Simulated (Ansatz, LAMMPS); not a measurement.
# Structural relaxation of amorphous Si (76 atoms), part 3 of 3

How does amorphous Si (76 atoms) relax, and what do bonds, charges and levels look like afterwards?

Ansatz 0.2.0; Kohn-Sham DFT, PBE, PAW (set soft_2), plane waves.

The cell: 76 Si. The quench rate of 50 K/ps far exceeds what a furnace or splat quench reaches. The network of bonds at the start is that of the classical potential that made the cell. Only the Γ point is sampled, in a cell whose shortest periodic width is 12 Å.

So far. Step 4 (Cell and atoms relaxed): The relaxation changed the energy by -20.7 meV/atom, and atoms moved by 0.16 Å r.m.s., 0.37 Å at most.

**6. Single point at the relaxed geometry**

The electronic structure is read at the final geometry, in a run of its own.

input.yaml

```yaml
crystal:
  lattice:
    - [11.43934, 0.03858, 0.09187]
    - [0.03858, 11.71405, 0.02162]
    - [0.09187, 0.02162, 11.60303]
  atoms:
    - { symbol: Si, position: [0.8639, 0.88471, 0.23131] }
    - { symbol: Si, position: [0.79148, 0.18993, 0.20753] }
    - { symbol: Si, position: [0.70404, 0.26605, 0.94424] }
    - { symbol: Si, position: [0.98721, 0.37546, 0.3877] }
    - { symbol: Si, position: [0.90502, 0.81548, 0.04374] }
    - { symbol: Si, position: [0.7738, 0.7772, 0.54629] }
    - { symbol: Si, position: [0.07044, 0.68139, 0.39983] }
    - { symbol: Si, position: [0.22492, 0.87916, 0.96725] }
    - { symbol: Si, position: [0.03008, 0.52066, 0.51839] }
    - { symbol: Si, position: [0.05315, 0.17971, 0.00775] }
    - { symbol: Si, position: [0.70851, 0.69973, 0.87729] }
    - { symbol: Si, position: [0.29898, 0.07792, 0.27435] }
    - { symbol: Si, position: [0.39887, 0.62754, 0.8941] }
    - { symbol: Si, position: [0.84923, 0.69519, 0.71841] }
    - { symbol: Si, position: [0.5671, 0.4967, 0.52712] }
    - { symbol: Si, position: [0.62779, 0.11003, 0.58031] }
    - { symbol: Si, position: [0.49941, 0.58971, 0.20508] }
    - { symbol: Si, position: [0.26941, 0.47704, 0.93647] }
    - { symbol: Si, position: [0.47942, 0.93781, 0.76997] }
    - { symbol: Si, position: [0.46206, 0.99414, 0.5782] }
    - { symbol: Si, position: [0.21694, 0.71739, 0.6582] }
    - { symbol: Si, position: [0.46447, 0.14167, 0.80773] }
    - { symbol: Si, position: [0.81466, 0.96362, 0.93398] }
    - { symbol: Si, position: [0.03891, 0.76469, 0.75743] }
    - { symbol: Si, position: [0.1084, 0.55885, 0.04434] }
    - { symbol: Si, position: [0.81407, 0.3965, 0.26818] }
    - { symbol: Si, position: [0.63186, 0.88668, 0.90002] }
    - { symbol: Si, position: [0.93246, 0.07274, 0.47683] }
    - { symbol: Si, position: [0.50767, 0.86467, 0.41877] }
    - { symbol: Si, position: [0.6935, 0.35617, 0.42991] }
    - { symbol: Si, position: [0.11692, 0.00388, 0.54427] }
    - { symbol: Si, position: [0.26461, 0.79926, 0.15615] }
    - { symbol: Si, position: [0.18936, 0.82194, 0.48175] }
    - { symbol: Si, position: [0.36693, 0.44572, 0.48412] }
    - { symbol: Si, position: [0.21467, 0.51119, 0.61543] }
    - { symbol: Si, position: [0.56691, 0.20232, 0.41289] }
    - { symbol: Si, position: [0.18498, 0.38371, 0.77364] }
    - { symbol: Si, position: [0.58305, 0.70173, 0.51687] }
    - { symbol: Si, position: [0.878, 0.03433, 0.75379] }
    - { symbol: Si, position: [0.5367, 0.88675, 0.08029] }
    - { symbol: Si, position: [0.28969, 0.11521, 0.56073] }
    - { symbol: Si, position: [0.65956, 0.24733, 0.73514] }
    - { symbol: Si, position: [0.33172, 0.52827, 0.30096] }
    - { symbol: Si, position: [0.07396, 0.74371, 0.95541] }
    - { symbol: Si, position: [0.09789, 0.32528, 0.22483] }
    - { symbol: Si, position: [0.30073, 0.34753, 0.22804] }
    - { symbol: Si, position: [0.87232, 0.23352, 0.72278] }
    - { symbol: Si, position: [0.42872, 0.71751, 0.07202] }
    - { symbol: Si, position: [0.06444, 0.96355, 0.73516] }
    - { symbol: Si, position: [0.79537, 0.60556, 0.2524] }
    - { symbol: Si, position: [0.876, 0.50218, 0.6779] }
    - { symbol: Si, position: [0.17022, 0.63161, 0.22716] }
    - { symbol: Si, position: [0.93248, 0.06447, 0.27786] }
    - { symbol: Si, position: [0.5059, 0.20178, 0.99277] }
    - { symbol: Si, position: [0.84642, 0.14166, 0.01621] }
    - { symbol: Si, position: [0.9758, 0.38383, 0.81423] }
    - { symbol: Si, position: [0.79171, 0.42655, 0.05672] }
    - { symbol: Si, position: [0.27365, 0.19372, 0.74986] }
    - { symbol: Si, position: [0.78724, 0.97777, 0.58461] }
    - { symbol: Si, position: [0.00041, 0.38444, 0.02385] }
    - { symbol: Si, position: [0.58332, 0.54343, 0.86227] }
    - { symbol: Si, position: [0.57941, 0.47277, 0.05716] }
    - { symbol: Si, position: [0.65633, 0.88751, 0.24752] }
    - { symbol: Si, position: [0.80405, 0.63693, 0.04822] }
    - { symbol: Si, position: [0.10961, 0.12759, 0.20017] }
    - { symbol: Si, position: [0.87046, 0.26455, 0.51799] }
    - { symbol: Si, position: [0.16635, 0.06192, 0.87936] }
    - { symbol: Si, position: [0.61906, 0.09158, 0.25476] }
    - { symbol: Si, position: [0.3621, 0.23678, 0.40508] }
    - { symbol: Si, position: [0.62536, 0.68848, 0.31785] }
    - { symbol: Si, position: [0.39986, 0.3627, 0.04869] }
    - { symbol: Si, position: [0.88409, 0.743, 0.36908] }
    - { symbol: Si, position: [0.32219, 0.88474, 0.33167] }
    - { symbol: Si, position: [0.457, 0.06752, 0.13319] }
    - { symbol: Si, position: [0.66344, 0.44536, 0.69847] }
    - { symbol: Si, position: [0.33474, 0.79771, 0.80927] }
kpoints:
  mp_grid: { grid: [1, 1, 1] }
hamiltonian:
  xc: pbe
scf:
  occupations: { method: gaussian, width: 0.025 }
output:
  forces: true
  stress: true
  populations: true
  dos:
    method: { smearing: { sigma: 0.08 } }
    de: 0.1
    projected: { site_lists: { Si: [Si] } }
  eigenvalues: true
  write_density: true
  write_potential: true
  volumetric_format: npy
  elf: true
```

Started as:

```console
ansatz run input.yaml --threads 4 --pin off --max-ram 8192MiB --backend cpu --events-out ev --progress --plain --runs-dir out
```

Numbers of over 12 decimals in the logs are rounded to 6 here.

Log:

```text
[...]
Crystal: 76 atoms, lattice volume = 1554.696 Å³
Basis set: ecut = 420 eV, 30435 PW (Γ), exchange–correlation on 160×160×160 points (8 copies of the dense FFT grid, shifted against one another)
Bands: 228, of which v1, the nominal top of the filled ones, is band 152 counted from 1 (151 counted from 0)
Symmetry: 1 space group operations
[...]
k-points: 1
[...]
SCF iter   1: F=—  HF=-48302.423080 eV  |F-HF|=—  |Δ(HF+E_count)|=         —  Δρ=3.75e-3  dr2=6.76e-1  ethr=1.77e-3  ⟨swp⟩=6.0  Hψ=1059  notcnv=0  defer=34
[...]
SCF iter  11: F=-48302.322028 eV  HF=-48302.322028 eV  |F-HF|=3.62e-8  |Δ(HF+E_count)|=   5.39e-8  Δρ=8.03e-7  dr2=7.09e-8  ethr=3.29e-11  ⟨swp⟩=19.0  Hψ=2071  notcnv=0
SCF 1 converged in 11 iterations: F = -48302.322028 eV  dr2 = 7.09e-8
[...]
SCF converged after 11 iterations
Free energy (F): -48302.322028 eV
[...]
Internal energy: -48302.322028 eV  (E = F + TS)
E sigma→0 (E₀):  -48302.322028 eV
Fermi energy:    6.053653 eV
[...]
--- Forces (eV/Å), atoms counted from 1 ---
  atom   1  Si    -0.00586049    -0.00037006    -0.00889477
  atom   2  Si     0.00185507     0.01312289     0.00786622
  atom   3  Si     0.01060329     0.01119150     0.00219256
  atom   4  Si     0.00563515    -0.00373760    -0.01868826
  atom   5  Si    -0.00617085    -0.00489887    -0.00354561
  atom   6  Si     0.00126855    -0.00017032    -0.00925211
  atom   7  Si     0.00280484     0.00546697    -0.00059317
  atom   8  Si    -0.00510398     0.00046260    -0.00837411
  atom   9  Si     0.00355199    -0.00047925     0.02136979
  atom  10  Si     0.00137370     0.00271117     0.00101472
  atom  11  Si     0.00373946    -0.00892772     0.00483090
  atom  12  Si     0.00355142    -0.00727784    -0.00077508
  atom  13  Si     0.00040752     0.00185416    -0.00709297
  atom  14  Si     0.00146232    -0.00188109     0.00193108
[...]
atom  75  Si    -0.01075259    -0.01442158    -0.00004125
  atom  76  Si     0.00859173     0.00115296     0.00731832
  max |Σ_I F_I| component: 2.17e-5 eV/Å
--- Stress (GPa, compression-positive) ---
       -0.013874       0.007427      -0.008210
        0.007427       0.013152       0.004937
       -0.008210       0.004937      -0.020013
  P = ⅓ Tr σ = -0.0069 GPa (-0.069 kbar)
--- Band table (eV) ---
[...]
--- Löwdin populations: 76 sites ---
  site symbol       q [e]
     0     Si      3.9414
     1     Si      3.9764
     2     Si      3.9629
[...]
75     Si      3.9798
  spilling = 0.011469 (of n_electrons = 304.000000)
```

Elapsed: 8.1 s, on 4 threads of Intel Xeon 6975P-C (Granite Rapids), shared host; peak memory 1.4 GiB.

Read from the output:

```
free energy                                      : -48302.3220 eV
free energy per atom                             : -635.5569 eV/atom
SCF cycles                                       : 11
pressure                                         : -0.006912 GPa
r.m.s. force component                           : 0.0096 eV/Å
longest force                                    : 0.04365 eV/Å
Fermi energy                                     : 6.054 eV
gap (highest filled to lowest empty level) : 0.2326 eV
spilling of the projection                       : 0.01147
```

The mean of these charges, 0.046 e, is only the charge that the projection spills.

Löwdin charges by element and coordination (they lack the spilled electrons, 0.046 e an atom on average):

```tsv
element	coordination	atoms	mean charge (e)	spread	least	most
Si	all	76	0.0459	0.0291	-0.0647	0.126
Si	4	68	0.0448	0.0263	-0.0647	0.121
Si	5	8	0.0552	0.0456	-0.0177	0.126
```

Density of states as counts of states in windows of 1 eV (from the Fermi level), total and the larger projections:

```tsv
from (eV)	to (eV)	total	Si p	Si s
-13	-12	2.0	0.0	1.9
-12	-11	10.9	2.9	8.0
-11	-10	20.4	6.5	13.8
-10	-9	18.1	6.1	11.8
-9	-8	17.4	6.1	11.2
-8	-7	25.9	10.9	14.9
-7	-6	20.6	11.1	9.4
-6	-5	19.2	12.7	6.4
-5	-4	25.9	21.1	4.6
-4	-3	31.6	27.2	4.1
-3	-2	48.3	43.9	3.8
-2	-1	42.4	38.9	2.7
-1	0	21.3	18.7	1.9
0	1	15.4	10.4	3.8
1	2	34.8	22.4	8.0
2	3	45.2	29.0	8.3
```

The curve was stored every 0.100 eV, coarse against its broadening of 0.08 eV, so these counts are rough.

The levels nearest the highest filled one (over half full), pooled over k-points and spins:

```tsv
level less the highest filled one (eV)	occupation
-0.612	2
-0.520	2
-0.357	2
-0.188	2
-0.0756	2
0	2
0.233	0
0.530	0
0.611	0
0.801	0
0.858	0
0.950	0
```

ELF in the bc plane at fractional x = 0.804, with atoms of Si within 0.2 Å of it. It is the smooth field of the valence electrons, not physical close to the nuclei.

Ten even steps from '0' (0.01) to '9' (0.94), each cell a mean:
```
799768998556765666667786422467633
477667887544433222245776311256433
664223444322100000013566521124545
875211122210000000003688752013578
876433345421001111114799974101367
655665678741013443346778874100246
876555678752137876677644564101368
986323567641148987777657886313589
774201356531137887555579998556767
243101246652114564322369976789733
465212356775311121100246533699843
875323567898620000000146665677767
664223568998631000000147999753345
221111245665432000000247898620001
001000001234554210123456666420000
011122111135776444556777545443210
113456555555434678745787545566542
224676568886333799743365324677764
213553348987656778744453112577764
102443347766898644679974102567652
002578886434788642489985223455420
135789974124554466666556654443100
677656763235534489963336765554334
899634776457754689974456655567766
```
Columns run along b (11.7 Å), rows up along c (11.6 Å). Atoms in or near the plane, at fractional coordinates: Si at (0.19, 0.21), Si at (0.96, 0.93), Si at (0.40, 0.27), Si at (0.61, 0.25), Si at (0.43, 0.06), Si at (0.98, 0.58), Si at (0.64, 0.05).

Electrostatic potential energy in the bc plane at fractional x = 0.804, with atoms of Si within 0.2 Å of it. With pseudopotentials it is smooth inside the atoms' cores, unlike the true potential.

Ten even steps from '0' (-47 eV) to '9' (10 eV), each cell a mean:
```
378755788999987899987778999998411
168988998899999999999999999997200
589999999999999999999988899998522
899999999999999999999988999999888
888999999999999999999988899999999
767899877899999999999754689999998
878898766789999877898621479999998
889999877899998766898754689999988
479999999999999877899988888999753
058999998899999999999998644688500
158999987789999999999997200378620
789999875578999999999998422589876
999999987789999999999999877899999
999999999999999999999999889999999
999999999999999999999998778999999
999999999998767899988888788999999
999998889985202688633578899988899
999975347884000587300168999865689
999850004886324788510269999854589
999861015899878999866789999877789
999987668999877889988889999999999
999888899998621378863247999999999
998634689998300058830005899899999
888411589998621378851027899999877
```
Columns run along b (11.7 Å; values clipped at the 3rd and 97th percentile), rows up along c (11.6 Å). Atoms in or near the plane, at fractional coordinates: Si at (0.19, 0.21), Si at (0.96, 0.93), Si at (0.40, 0.27), Si at (0.61, 0.25), Si at (0.43, 0.06), Si at (0.98, 0.58), Si at (0.64, 0.05).

Löwdin charges run from -0.06 to +0.13 e, about a mean that is the spilled charge alone. Within 0.4 eV of the Fermi level the largest share is Si p (84 % of the projected weight).

Local excerpt of 14 atoms (numbers count through the whole input) about Si70, which has 5 bonded neighbours where the commonest count for Si is 4; x, y, z are measured from there.

```tsv
atom	x	y	z	distance (Å)	bonds	Löwdin charge (e)
Si70	0.00	0.00	0.00	0.00	5	0.10
Si17	-1.45	-1.16	-1.32	2.28	4	0.01
Si50	1.94	-0.97	-0.75	2.29	4	0.06
Si38	-0.47	0.16	2.31	2.36	4	-0.06
Si63	0.36	2.33	-0.81	2.49	5	0.03
Si29	-1.33	2.06	1.16	2.72	5	0.13
Si72	2.97	0.65	0.62	3.10	4	0.05
Si6	1.72	1.05	2.67	3.34	4	0.05
Si15	-0.65	-2.24	2.42	3.36	4	0.07
Si48	-2.27	0.33	-2.87	3.67	4	0.07
Si1	2.73	2.31	-0.98	3.70	4	0.06
Si40	-1.03	2.31	-2.76	3.75	4	0.05
Si64	2.02	-0.60	-3.11	3.76	4	0.01
Si43	-3.37	-1.89	-0.23	3.87	4	0.01
```

The column of bonds counts only the pairs Si-Si within 2.88 Å; other neighbours, such as metal atoms beside each other in a compound, aren't counted, and periodic images can show an atom twice.

**7. With scf.n_extra_bands = 2**

Changed here: scf.n_extra_bands = 2.

input.yaml

```yaml
crystal:
  lattice:
    - [11.6597, 0.0, 0.0]
    - [0.0, 11.6597, 0.0]
    - [0.0, 0.0, 11.6597]
  atoms:
    [... the 76 atom lines of step 3 ...]
kpoints:
  mp_grid: { grid: [1, 1, 1] }
hamiltonian:
  xc: pbe
scf:
  occupations: { method: gaussian, width: 0.025 }
  n_extra_bands: 2
output:
  forces: true
  stress: true
  populations: intrinsic
  dos:
    method: { smearing: { sigma: 0.08 } }
    de: 0.1
    projected: { site_lists: { Si: [Si] } }
  eigenvalues: true
```

Log:

```text
[...]
Crystal: 76 atoms, lattice volume = 1585.120 Å³
Basis set: ecut = 420 eV, 31103 PW (Γ), exchange–correlation on 160×160×160 points (8 copies of the dense FFT grid, shifted against one another)
Bands: 154, of which v1, the nominal top of the filled ones, is band 152 counted from 1 (151 counted from 0)
Symmetry: 1 space group operations
[...]
k-points: 1
[...]
SCF iter   1: F=—  HF=-48300.892965 eV  |F-HF|=—  |Δ(HF+E_count)|=         —  Δρ=4.34e-3  dr2=1.26e0  ethr=1.77e-3  ⟨swp⟩=6.0  Hψ=819  notcnv=0
[...]
SCF iter  10: F=—  HF=-48300.752135 eV  |F-HF|=—  |Δ(HF+E_count)|=   1.02e-6  Δρ=2.49e-6  dr2=6.39e-7  ethr=1.11e-9  ⟨swp⟩=2.0  Hψ=234  notcnv=0
SCF iter  11: F=-48300.752135 eV  HF=-48300.752135 eV  |F-HF|=7.19e-9  |Δ(HF+E_count)|=   1.16e-7  Δρ=8.43e-7  dr2=4.70e-8  ethr=3.29e-11  ⟨swp⟩=3.0  Hψ=697  notcnv=0
SCF 1 converged in 11 iterations: F = -48300.752135 eV  dr2 = 4.70e-8
[...]
SCF converged after 11 iterations
Free energy (F): -48300.752135 eV
[...]
Internal energy: -48300.732511 eV  (E = F + TS)
E sigma→0 (E₀):  -48300.742323 eV
Entropy (-TS):   -0.019623 eV (-0.258 meV/atom)
Fermi energy:    5.887945 eV
[...]
Σ components = -48300.752135   (vs F -48300.752135, Δ=0.00e0)
--- Forces (eV/Å), atoms counted from 1 ---
  atom   1  Si     0.24040633     0.08915939     0.42541707
  atom   2  Si     0.15539174    -0.02913534     0.12180863
  atom   3  Si     0.58692751     0.14315655    -0.20378697
  atom   4  Si     0.30472929    -0.06442702     0.27853859
[...]
atom  76  Si     0.06986639    -0.28566763    -0.17141601
  max |Σ_I F_I| component: 2.90e-5 eV/Å
--- Stress (GPa, compression-positive) ---
       -1.339036       0.584069       0.686001
        0.584069      -0.878781      -0.051745
        0.686001      -0.051745      -0.847013
  P = ⅓ Tr σ = -1.0216 GPa (-10.216 kbar)
--- Band table (eV) ---
[...]
--- intrinsic populations: 76 sites ---
  site symbol       q [e]
     0     Si      3.9697
     1     Si      4.0260
     2     Si      4.0450
[...]
75     Si      4.0174
  spilling = 0.000000 (of n_electrons = 304.000000)
```

Elapsed: 6 s, on 4 threads; peak memory 1.3 GiB.

Geometry and reference: those of the single point at the start.

Forces differ from those of the single point at the start by 0.015 meV/Å r.m.s., 0.0066 % of their size. It took 0.62 times the reference's time (shared host, so rough).

**8. Summary of results**

```
energy change in the relaxation                  : -20.66 meV/atom
r.m.s. displacement                              : 0.159 Å
largest displacement                             : 0.37 Å
free energy per atom                             : -635.5569 eV/atom
pressure                                         : -0.006912 GPa
r.m.s. force component                           : 0.0096 eV/Å
gap (highest filled to lowest empty level) : 0.2326 eV
wall time of the 4 DFT runs                      : 80 s
```

In words: Relaxation lowers the energy by 20.7 meV/atom and moves atoms by 0.16 Å r.m.s.; the r.m.s. force component goes from 0.23 to 0.0096 eV/Å, the pressure goes from -1.0 to -0.0069 GPa. Displacements are taken in the final cell, so they leave out its strain. By the final cutoffs 3 of 158 bonded pairs parted and 1 joined. The cell shrank by 1.9 % in volume. From the first step to the last the energy fell by 1.570 eV, across changes of basis, and the largest move was 0.37 Å (Si38). The Si-Si bonds go from 2.415 Å (spread 0.082) to 2.398 Å (spread 0.073), and their number from 158 to 156. Counting bonds as in the table, 89 % of Si atoms have 4 bonded neighbours. The highest filled and lowest empty levels differ by 0.233 eV (at Γ alone); a semilocal functional tends to put such gaps too low. In a disordered cell it changes from sample to sample, and tail or defect levels can set it.

What to keep in mind: The starting topology of bonds comes from the classical model; in DFT 3 of its 158 bonded pairs passed out of the cutoffs and 1 came within them.

Against the measurements quoted at the start:

```tsv
quantity	measured	this cell	difference	method of the measurement
number of Si about Si	3.9	4.11	+5.3 %	X-ray diffraction
```

The cell differs from the measured neighbour counts by up to 5.3 %. The network comes from the model that made the cell; in DFT 3 of its 158 bonded pairs passed out of the cutoffs and 1 came within them. Our coordination numbers hang on a cutoff, and experiments count neighbours in their own ways.

[Logs are printed without paths, hosts, clocks, repeated set-up lines and the standing remarks that a program may print on its own settings, such as how far it seeks lower states.]

[Hosts, paths, dates, database ids (printed as entryN), source tags and the programs' standing remarks are cut or masked in the printed files.]
